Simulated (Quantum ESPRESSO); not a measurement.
# 1T-PtS2, 1 layer: a series in biaxial strain, part 3 of 6

What law, if any, do the results for 1T-PtS2, 1 layer follow against biaxial strain?

Quantum ESPRESSO 7.5; plane-wave DFT, PBE, GBRV ultrasoft pseudopotentials.

So far. Step 2 (Variable-cell relaxation of the reference):  The last row is no step: it is a fresh SCF in the final cell with a new plane-wave basis, -0 meV from the row before. Step 3 (Relaxing the ions, -4 %): The relaxation lowers the energy by 33 meV an atom.

### 5. Electrostatic potential, -4 %

plot_num = 11 writes the bare and Hartree potential, from which vacuum levels or, in a crystal, the mean potential are read.

m0.pot.in

```
&inputpp
  prefix = 'm0.scf'
  outdir = './out'
  filplot = 'm0.pot.dat'
  plot_num = 11
/
```

The run is started by

```bash
OMP_NUM_THREADS=1 mpirun -n 4 pp.x -in m0.pot.in > m0.pot.out
```

The program printed:

```text
[banner, memory and clock lines left out]
Program POST-PROC v.7.5 starts

          URL

     ./out/m0.scf.save/

     IMPORTANT: XC functional enforced from input :
     Exchange-correlation= PBE
                           (   1   4   3   4   0   0   0)
     Any further DFT definition will be discarded
     Please, verify this is what you really want

     negative rho (up, down):  1.722E-01 0.000E+00

     Calling punch_plot, plot_num =  11
     Writing data to file  m0.pot.dat
     Message from routine chdens:
     namelist plot not found or invalid, exiting
```

It took 1.3 s on 4 MPI ranks of AMD EPYC 9R14 (Zen 4), shared host; peak memory 0.09 GiB.

Read from the output:

- slope of the potential above: 5.66e-5 eV/Å
- upper vacuum line continued to the top atoms, over the valence top: 6.246 eV
- slope of the potential below: -3.41e-5 eV/Å
- lower vacuum line continued to the bottom atoms, over the valence top: 6.246 eV
- vacuum level at the upper face over the valence top of the mesh: 6.246 eV
- vacuum level at the lower face over the valence top of the mesh: 6.246 eV

Electrostatic potential energy of an electron; zero at the highest filled level of the SCF mesh. Potential energy, planar mean against z:

z (Å), potential energy, planar mean (eV) and a bar from the least value:
```
        0        6.2 ##############################
        1        6.2 ##############################
        2        6.2 ##############################
        3        6.2 ##############################
        4        6.2 ##############################
        5        6.2 ##############################
        6        5.1 ############################
        7       -9.0 ###
        8      -10.3 
        9      -10.6 
       10       -9.3 ##
       11        5.1 ############################
       12        6.2 ##############################
       13        6.2 ##############################
       14        6.2 ##############################
       15        6.2 ##############################
       16        6.2 ##############################
```

### 6. Band structure, -4 %

Bands along a path place the edges.

m0.bands.in

```
&control
  prefix = 'm0.bands'
  outdir = './out'
  pseudo_dir = './pseudo'
  calculation = 'bands'
/
&system
  ibrav = 0
  nat = 3
  ntyp = 2
  ecutwfc = 40
  ecutrho = 200
  occupations = 'smearing'
  smearing = 'fd'
  degauss = 0.002
  nbnd = 20
/
&electrons
  conv_thr = 1e-07
  mixing_beta = 0.4
  electron_maxstep = 120
  mixing_mode = 'plain'
/
ATOMIC_SPECIES
  S   32.0600  s_pbe_v1.4.uspp.F.UPF
  Pt  195.0840  pt_pbe_v1.4.uspp.F.UPF
CELL_PARAMETERS angstrom
  3.42968649312000 0.00000000000000 0.00000000000000
  -1.71484324608000 2.97019562976000 0.00000000000000
  0.00000000000000 0.00000000000000 17.01408639300000
ATOMIC_POSITIONS crystal
  S   0.666666666700 0.333333333300 0.422897201400
  Pt  0.000000000000 0.000000000000 0.500000000000
  S   0.333333333300 0.666666666700 0.577102798600
K_POINTS crystal_b
4
  0.0000000000 0.0000000000 0.0000000000 12
  0.5000000000 0.0000000000 0.0000000000 12
  0.3333333333 0.3333333333 0.0000000000 12
  0.0000000000 0.0000000000 0.0000000000 1
```

The run is started by

```bash
cp -r out/m0.scf.save out/m0.bands.save
cp out/m0.scf.xml out/m0.bands.xml
OMP_NUM_THREADS=1 mpirun -n 4 pw.x -nk 4 -in m0.bands.in > m0.bands.out
```

The program printed:

```text
[banner, memory and clock lines left out]
Program PWSCF v.7.5 starts

          URL

     Atomic positions and unit cell read from directory:
     ./out/m0.bands.save/

     Message from routine setup:
     using ibrav=0 with symmetry is DISCOURAGED, use correct ibrav instead

     G-vector sticks info

     bravais-lattice index     =            0
     lattice parameter (alat)  =       6.4812  a.u.
     unit-cell volume          =    1169.6198 (a.u.)^3
     number of atoms/cell      =            3
     number of atomic types    =            2
     number of electrons       =        28.00
     number of Kohn-Sham states=           20
     kinetic-energy cutoff     =      40.0000  Ry
     charge density cutoff     =     200.0000  Ry
     Exchange-correlation=  SLA  PW   PBX  PBC
                           (   1   4   3   4   0   0   0)

     celldm(1)=   6.481168  celldm(2)=   0.000000  celldm(3)=   0.000000
     celldm(4)=   0.000000  celldm(5)=   0.000000  celldm(6)=   0.000000

     crystal axes: (cart. coord. in units of alat)
               a(1) = (   1.000000   0.000000   0.000000 )
               a(2) = (  -0.500000   0.866025   0.000000 )
               a(3) = (   0.000000   0.000000   4.960828 )

     reciprocal axes: (cart. coord. in units 2 pi/alat)
               b(1) = (  1.000000  0.577350 -0.000000 )
               b(2) = (  0.000000  1.154701  0.000000 )
               b(3) = (  0.000000 -0.000000  0.201579 )

     PseudoPot. # 1 for S  read from file:
     ./pseudo/s_pbe_v1.4.uspp.F.UPF
     Pseudo is Ultrasoft + core correction, Zval =  6.0
     Generated by new atomic code, or converted to UPF format
     Using radial grid of  907 points,  6 beta functions with:
                l(1) =   0
                l(2) =   0
                l(3) =   1
                l(4) =   1
                l(5) =   2
                l(6) =   2
     Q(r) pseudized with  8 coefficients,  rinner =    1.300   1.300   1.300
                                                       1.300   1.300

     PseudoPot. # 2 for Pt read from file:
     ./pseudo/pt_pbe_v1.4.uspp.F.UPF
     Pseudo is Ultrasoft + core correction, Zval = 16.0
     Generated by new atomic code, or converted to UPF format
     Using radial grid of  985 points,  6 beta functions with:
                l(1) =   0
                l(2) =   0
                l(3) =   1
                l(4) =   1
                l(5) =   2
                l(6) =   2
     Q(r) pseudized with  8 coefficients,  rinner =    1.300   1.300   1.300
                                                       1.300   1.300

     atomic species   valence    mass     pseudopotential
     S                 6.00    32.06000     S ( 1.00)
     Pt               16.00   195.08400     Pt( 1.00)

     12 Sym. Ops., with inversion, found

   Cartesian axes

     site n.     atom                  positions (alat units)
         1        S      tau(   1) = (   0.5000000   0.2886751   2.0979205  )
         2        Pt     tau(   2) = (   0.0000000   0.0000000   2.4804142  )
         3        S      tau(   3) = (   0.0000000   0.5773503   2.8629080  )

     number of k points=    37  Fermi-Dirac smearing, width (Ry)=  0.0020
                       cart. coord. in units 2pi/alat
        k(    1) = (   0.0000000   0.0000000   0.0000000), wk =   0.0540541
        k(    2) = (   0.0416667   0.0240563   0.0000000), wk =   0.0540541
        k(    3) = (   0.0833333   0.0481125   0.0000000), wk =   0.0540541
        k(    4) = (   0.1250000   0.0721688   0.0000000), wk =   0.0540541
        k(    5) = (   0.1666667   0.0962250   0.0000000), wk =   0.0540541
        k(    6) = (   0.2083333   0.1202813   0.0000000), wk =   0.0540541
        k(    7) = (   0.2500000   0.1443376   0.0000000), wk =   0.0540541
        k(    8) = (   0.2916667   0.1683938   0.0000000), wk =   0.0540541
        k(    9) = (   0.3333333   0.1924501   0.0000000), wk =   0.0540541
        k(   10) = (   0.3750000   0.2165064   0.0000000), wk =   0.0540541
        k(   11) = (   0.4166667   0.2405626   0.0000000), wk =   0.0540541
        k(   12) = (   0.4583333   0.2646189   0.0000000), wk =   0.0540541
        k(   13) = (   0.5000000   0.2886751   0.0000000), wk =   0.0540541
        k(   14) = (   0.4861111   0.3127314   0.0000000), wk =   0.0540541
        k(   15) = (   0.4722222   0.3367877   0.0000000), wk =   0.0540541
        k(   16) = (   0.4583333   0.3608439   0.0000000), wk =   0.0540541
        k(   17) = (   0.4444444   0.3849002   0.0000000), wk =   0.0540541
        k(   18) = (   0.4305556   0.4089564   0.0000000), wk =   0.0540541
        k(   19) = (   0.4166667   0.4330127   0.0000000), wk =   0.0540541
        k(   20) = (   0.4027778   0.4570690   0.0000000), wk =   0.0540541
        k(   21) = (   0.3888889   0.4811252   0.0000000), wk =   0.0540541
        k(   22) = (   0.3750000   0.5051815   0.0000000), wk =   0.0540541
        k(   23) = (   0.3611111   0.5292377   0.0000000), wk =   0.0540541
        k(   24) = (   0.3472222   0.5532940   0.0000000), wk =   0.0540541
        k(   25) = (   0.3333333   0.5773503   0.0000000), wk =   0.0540541
        k(   26) = (   0.3055556   0.5292377   0.0000000), wk =   0.0540541
        k(   27) = (   0.2777778   0.4811252   0.0000000), wk =   0.0540541
        k(   28) = (   0.2500000   0.4330127   0.0000000), wk =   0.0540541
        k(   29) = (   0.2222222   0.3849002   0.0000000), wk =   0.0540541
        k(   30) = (   0.1944444   0.3367877   0.0000000), wk =   0.0540541
        k(   31) = (   0.1666667   0.2886751   0.0000000), wk =   0.0540541
        k(   32) = (   0.1388889   0.2405626   0.0000000), wk =   0.0540541
        k(   33) = (   0.1111111   0.1924501   0.0000000), wk =   0.0540541
        k(   34) = (   0.0833333   0.1443376   0.0000000), wk =   0.0540541
        k(   35) = (   0.0555556   0.0962250   0.0000000), wk =   0.0540541
        k(   36) = (   0.0277778   0.0481125   0.0000000), wk =   0.0540541
        k(   37) = (   0.0000000   0.0000000   0.0000000), wk =   0.0540541

     Dense  grid:    55987 G-vectors     FFT dimensions: (  30,  30, 150)

     Smooth grid:    39819 G-vectors     FFT dimensions: (  27,  27, 135)

     The potential is recalculated from file :
     ./out/m0.bands.save/charge-density

     negative rho (up, down):  1.722E-01 0.000E+00
     Starting wfcs are   20 randomized atomic wfcs

     Band Structure Calculation
     Davidson diagonalization with overlap

     ethr =  3.57E-10,  avg # of iterations = 51.0

     End of band structure calculation

          k = 0.0000 0.0000 0.0000 (  5033 PWs)   bands (ev):

   -54.0336 -54.0050 -54.0050 -15.3947 -13.3109  -6.8180  -6.6486  -6.6486
[...]
k = 0.2083 0.1203 0.0000 (  5015 PWs)   bands (ev):

   -54.0320 -54.0171 -54.0080 -14.8259 -13.3474  -6.7355  -6.3825  -6.2417
    -5.1053  -4.3591  -3.1780  -1.6981  -1.2354  -1.1774   0.7159   1.7207
     5.0406   5.3343   5.9450   6.0920

          k = 0.2500 0.1443 0.0000 (  5005 PWs)   bands (ev):

   -54.0314 -54.0213 -54.0091 -14.6040 -13.3584  -6.7354  -6.3161  -6.0396
    -5.4773  -4.3457  -3.3011  -1.8420  -1.3371  -1.3024   0.7161   1.6919
     5.2330   5.4418   5.8660   6.4162

          k = 0.2917 0.1684 0.0000 (  5009 PWs)   bands (ev):

   -54.0309 -54.0255 -54.0102 -14.3684 -13.3647  -6.7720  -6.2703  -6.0007
    -5.6120  -4.2691  -3.3750  -2.1602  -1.4973  -1.4559   0.8996   1.7058
     4.9495   5.7683   6.1227   6.6720

          k = 0.3333 0.1925 0.0000 (  4999 PWs)   bands (ev):

   -54.0305 -54.0293 -54.0112 -14.1387 -13.3596  -6.9451  -6.2479  -6.0917
    -5.4269  -4.1249  -3.4019  -2.5469  -1.7489  -1.6185   1.1756   1.7471
     4.6422   6.1213   6.3633   6.6026

          k = 0.3750 0.2165 0.0000 (  4970 PWs)   bands (ev):

   -54.0328 -54.0298 -54.0120 -13.9427 -13.3327  -7.2376  -6.2440  -6.0249
    -5.2359  -3.9196  -3.3722  -2.9126  -2.0400  -1.8405   1.4659   1.7983
     4.4243   5.9842   6.6975   6.8436

          k = 0.4167 0.2406 0.0000 (  4974 PWs)   bands (ev):

   -54.0354 -54.0295 -54.0127 -13.8088 -13.2781  -7.5208  -6.2496  -5.8627
    -5.1371  -3.6670  -3.2787  -3.1817  -2.3532  -2.1176   1.7118   1.8445
     4.3128   5.7106   7.0306   7.1968

          k = 0.4583 0.2646 0.0000 (  4980 PWs)   bands (ev):

   -54.0370 -54.0293 -54.0131 -13.7418 -13.2170  -7.7171  -6.2566  -5.6705
    -5.1645  -3.3889  -3.3759  -3.0517  -2.6671  -2.4283   1.8728   1.8760
     4.2837   5.5176   7.0731   7.6978

          k = 0.5000 0.2887 0.0000 (  4970 PWs)   bands (ev):

   -54.0375 -54.0292 -54.0133 -13.7229 -13.1901  -7.7869  -6.2595  -5.5562
    -5.2271  -3.4275  -3.1913  -2.8764  -2.8393  -2.6787   1.8871   1.9282
     4.2843   5.4477   7.0617   8.0157

          k = 0.4861 0.3127 0.0000 (  4968 PWs)   bands (ev):

   -54.0375 -54.0292 -54.0134 -13.7181 -13.1914  -7.7773  -6.2683  -5.5534
    -5.2151  -3.4842  -3.2187  -2.9585  -2.8039  -2.5661   1.8491   1.9214
     4.3110   5.4948   7.0863   8.0202

          k = 0.4722 0.3368 0.0000 (  4974 PWs)   bands (ev):

   -54.0372 -54.0292 -54.0139 -13.7037 -13.1953  -7.7486  -6.2929  -5.5454
    -5.1814  -3.6454  -3.2799  -3.0479  -2.7195  -2.3921   1.7439   1.9008
     4.3893   5.6266   7.1612   8.0314

          k = 0.4583 0.3608 0.0000 (  4970 PWs)   bands (ev):

   -54.0369 -54.0291 -54.0146 -13.6804 -13.2016  -7.7010  -6.3284  -5.5343
    -5.1312  -3.8737  -3.3493  -3.1081  -2.6132  -2.2256   1.5922   1.8662
     4.5130   5.8197   7.2889   8.0365

          k = 0.4444 0.3849 0.0000 (  4972 PWs)   bands (ev):

   -54.0363 -54.0291 -54.0156 -13.6489 -13.2104  -7.6351  -6.3696  -5.5244
    -5.0709  -4.1290  -3.4162  -3.1575  -2.4982  -2.0789   1.4183   1.8174
     4.6722   6.0474   7.4715   7.9914

          k = 0.4306 0.4090 0.0000 (  4970 PWs)   bands (ev):

   -54.0357 -54.0290 -54.0169 -13.6104 -13.2212  -7.5514  -6.4115  -5.5248
    -5.0066  -4.3823  -3.4769  -3.2065  -2.3819  -1.9555   1.2445   1.7541
     4.8533   6.2876   7.7073   7.8729

          k = 0.4167 0.4330 0.0000 (  4980 PWs)   bands (ev):

   -54.0349 -54.0289 -54.0183 -13.5666 -13.2338  -7.4510  -6.4505  -5.5529
    -4.9433  -4.6051  -3.5310  -3.2586  -2.2696  -1.8566   1.0891   1.6766
     5.0396   6.5275   7.7401   7.9861

          k = 0.4028 0.4571 0.0000 (  4992 PWs)   bands (ev):

   -54.0340 -54.0289 -54.0199 -13.5194 -13.2480  -7.3351  -6.4841  -5.6346
    -4.8847  -4.7643  -3.5792  -3.3142  -2.1656  -1.7821   0.9664   1.5858
     5.2127   6.7630   7.6315   8.2869

          k = 0.3889 0.4811 0.0000 (  4998 PWs)   bands (ev):

   -54.0330 -54.0288 -54.0216 -13.4711 -13.2633  -7.2051  -6.5105  -5.7835
    -4.8414  -4.8339  -3.6229  -3.3717  -2.0725  -1.7321   0.8869   1.4836
     5.3555   6.9943   7.5632   8.5487

          k = 0.3750 0.5052 0.0000 (  5002 PWs)   bands (ev):

   -54.0318 -54.0288 -54.0233 -13.4245 -13.2793  -7.0631  -6.5290  -5.9790
    -4.8535  -4.7935  -3.6629  -3.4280  -1.9907  -1.7069   0.8559   1.3727
     5.4571   7.2207   7.5394   8.6598

          k = 0.3611 0.5292 0.0000 (  4992 PWs)   bands (ev):

   -54.0306 -54.0287 -54.0249 -13.3828 -13.2956  -6.9117  -6.5394  -6.1896
    -4.8308  -4.7663  -3.6981  -3.4783  -1.9183  -1.7071   0.8733   1.2568
     5.5171   7.4345   7.5541   8.7566

          k = 0.3472 0.5533 0.0000 (  4964 PWs)   bands (ev):

   -54.0293 -54.0287 -54.0265 -13.3492 -13.3117  -6.7551  -6.5419  -6.3917
    -4.7962  -4.7560  -3.7244  -3.5154  -1.8513  -1.7334   0.9339   1.1405
     5.5439   7.5947   7.6057   8.5252

          k = 0.3333 0.5774 0.0000 (  4980 PWs)   bands (ev):

   -54.0287 -54.0280 -54.0280 -13.3272 -13.3272  -6.6307  -6.5375  -6.5375
    -4.7668  -4.7668  -3.7348  -3.5300  -1.7860  -1.7860   1.0285   1.0285
     5.5501   7.6482   7.6482   8.4233

          k = 0.3056 0.5292 0.0000 (  4988 PWs)   bands (ev):

   -54.0303 -54.0288 -54.0251 -13.3546 -13.3310  -6.8665  -6.5131  -6.2563
    -4.8564  -4.7704  -3.6813  -3.4564  -1.9647  -1.6506   0.8350   1.2747
     5.5439   7.2867   7.7592   8.6599

          k = 0.2778 0.4811 0.0000 (  4990 PWs)   bands (ev):

   -54.0315 -54.0289 -54.0222 -13.4135 -13.3750  -6.9968  -6.4815  -5.9634
    -5.0052  -4.8780  -3.5138  -3.2397  -2.2072  -1.5093   0.6985   1.5154
     5.5554   6.8415   7.8165   8.2126

          k = 0.2500 0.4330 0.0000 (  4981 PWs)   bands (ev):

   -54.0314 -54.0292 -54.0193 -13.5779 -13.3868  -6.9762  -6.4655  -5.7380
    -5.1420  -5.0463  -3.2468  -2.9981  -2.3889  -1.3773   0.6249   1.6582
     5.6076   6.5083   7.4195   8.0539

          k = 0.2222 0.3849 0.0000 (  4975 PWs)   bands (ev):

   -54.0300 -54.0297 -54.0166 -13.8100 -13.3895  -6.8314  -6.4872  -5.6341
    -5.2039  -5.1983  -3.0223  -2.9030  -2.2217  -1.2736   0.6165   1.6422
     5.7068   6.2979   6.8297   7.7802

          k = 0.1944 0.3368 0.0000 (  5009 PWs)   bands (ev):

   -54.0302 -54.0275 -54.0140 -14.0842 -13.3842  -6.6236  -6.5473  -5.7128
    -5.2360  -5.1664  -3.1702  -2.5081  -1.8600  -1.2136   0.6859   1.4744
     5.8345   6.1177   6.3085   7.2785

          k = 0.1667 0.2887 0.0000 (  5017 PWs)   bands (ev):

   -54.0309 -54.0238 -54.0117 -14.3730 -13.3730  -6.6203  -6.4499  -5.9019
    -5.1511  -5.0451  -3.2486  -2.1028  -1.5336  -1.2017   0.8521   1.2317
     5.6944   5.8696   6.1734   6.7991

          k = 0.1389 0.2406 0.0000 (  5021 PWs)   bands (ev):

   -54.0315 -54.0196 -54.0097 -14.6524 -13.3585  -6.6780  -6.3968  -6.1167
    -4.9426  -4.8697  -3.2267  -1.7738  -1.3130  -1.2122   1.0314   1.1137
     5.2982   5.5677   6.3608   6.4146

          k = 0.1111 0.1925 0.0000 (  5031 PWs)   bands (ev):

   -54.0322 -54.0152 -54.0080 -14.9032 -13.3434  -6.7059  -6.4508  -6.3232
    -4.6680  -4.6609  -3.1023  -1.6769  -1.1993  -1.1692   1.0041   1.4262
     4.9385   5.2693   5.9789   6.7031

          k = 0.0833 0.1443 0.0000 (  5023 PWs)   bands (ev):

   -54.0328 -54.0111 -54.0067 -15.1113 -13.3299  -6.7038  -6.5647  -6.4821
    -4.4658  -4.4080  -2.8784  -1.7916  -1.1614  -1.1257   1.2194   1.7236
     4.6350   5.0103   5.6425   6.2793

          k = 0.0556 0.0962 0.0000 (  5027 PWs)   bands (ev):

   -54.0332 -54.0078 -54.0057 -15.2666 -13.3195  -6.6960  -6.6824  -6.5757
    -4.2901  -4.2393  -2.5957  -1.9603  -1.1685  -1.1489   1.5993   1.9534
     4.3922   4.8082   5.3696   5.7772

          k = 0.0278 0.0481 0.0000 (  5047 PWs)   bands (ev):

   -54.0335 -54.0057 -54.0052 -15.3624 -13.3131  -6.7865  -6.6587  -6.6302
    -4.1685  -4.1514  -2.3490  -2.0945  -1.1950  -1.1916   1.9724   2.0911
     4.2262   4.6717   5.1886   5.3866

          k = 0.0000 0.0000 0.0000 (  5033 PWs)   bands (ev):

   -54.0336 -54.0050 -54.0050 -15.3947 -13.3109  -6.8180  -6.6486  -6.6486
    -4.1247  -4.1247  -2.2484  -2.1448  -1.2106  -1.2106   2.1357   2.1357
     4.1656   4.6187   5.1253   5.2308

     XML data file, pseudopotentials, collected wavefunctions

                                        0.00s GPU  (     460 calls)
```

Run time: 10 s. Hardware: 4 MPI ranks; peak memory 0.34 GiB; 39 s of CPU time.

Numbers from this step:

```
conduction bottom, on the run's zero : 0.6165 eV
gap by band count                    : 1.740 eV
```

Band numbers count within the set of bands kept for display. Electronic bands along the path, in eV, zero at the highest filled level of the SCF mesh; v1 is the highest filled band, c1 the lowest empty one:

| point | v4 | v3 | v2 | v1 | c1 | c2 | c3 | c4 |
| --- | --- | --- | --- | --- | --- | --- | --- | --- |
| Γ | -1.12 | -1.02 | -0.09 | -0.09 | 3.26 | 3.26 | 5.29 | 5.74 |
| halfway | -2.18 | -0.72 | -0.21 | -0.18 | 1.84 | 2.82 | 6.36 | 6.57 |
| M | -2.07 | -1.75 | -1.72 | -1.56 | 3.01 | 3.05 | 5.41 | 6.57 |
| halfway | -2.41 | -2.13 | -1.15 | -0.73 | 2.21 | 2.80 | 6.16 | 7.65 |
| K | -2.61 | -2.41 | -0.66 | -0.66 | 2.15 | 2.15 | 6.67 | 8.77 |
| halfway | -2.12 | -0.98 | -0.41 | -0.08 | 1.98 | 2.36 | 6.82 | 6.99 |
| Γ | -1.12 | -1.02 | -0.09 | -0.09 | 3.26 | 3.26 | 5.29 | 5.74 |

Along this path the valence top lies between Γ and M and the conduction bottom between K and Γ.

(Continued in part 4 of 6.)

[Logs are printed without paths, hosts, clocks, repeated set-up lines and the standing remarks that a program may print on its own settings, such as how far it seeks lower states.]

[Hosts, paths, dates, database ids (printed as entryN), source tags and the programs' standing remarks are cut or masked in the printed files.]

[Maps of the electrostatic potential energy from Ansatz leave out the sawtooth potential of an applied field or a dipole correction, so their vacuum need not be flat; planar profiles and work functions include it.]
